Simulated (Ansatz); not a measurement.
Rows from a G0W0 calculation on LiNbO3 (R3c) (Ansatz 0.2.0; G0W0 on PBE+U, plane waves, PAW; PAW set soft_1; 4×4×4 mesh, 443 empty bands, screening to 150 eV, PAW set soft_1 files), in eV. Spin-orbit coupling is left out.

```
row                       k  band   start       Σx  Σc at the solution      Vxc
  A  (0.000, 0.250, -0.500)    c2  12.042  -13.610              -5.002  -18.840
  B  (0.000, 0.250, -0.500)    v2   7.200  -25.789               4.518  -20.492
  C                       Γ    c1  11.678  -13.353              -4.973  -18.387
  D  (0.000, 0.250, -0.500)    c1  11.624  -13.338              -5.008  -18.458
  E  (0.000, 0.250, -0.500)    v1   7.389  -25.925               4.608  -20.569
  F                       Γ    v1   7.499  -25.920               4.575  -20.628
```

Question: Work out each quasiparticle level and how far it moved.

The quasiparticle equation reads E = start + Σx + Σc(E) − Vxc.

```
row  E (eV)  shift (eV)
  A  12.270      +0.228
  B   6.420      −0.779
  C  11.739      +0.061
  D  11.736      +0.112
  E   6.641      −0.748
  F   6.782      −0.717
```

Limits: not at the basis limit; no spin-orbit coupling.

[Paths, hosts, dates, memory and timing lines, banners, echoed tables and standing remarks are left out of the program output.]

[Logs are printed without paths, hosts, clocks, repeated set-up lines and the standing remarks that a program may print on its own settings, such as how far it seeks lower states.]

[Runs of the session that timed out or met a known fault of the program may be left out.]

[Cells called generated may have been cut or substituted from an entry of the Crystallography Open Database or the Materials Project.]

[Hosts, paths, dates, database ids (printed as entryN), source tags and the programs' standing remarks are cut or masked in the printed files.]
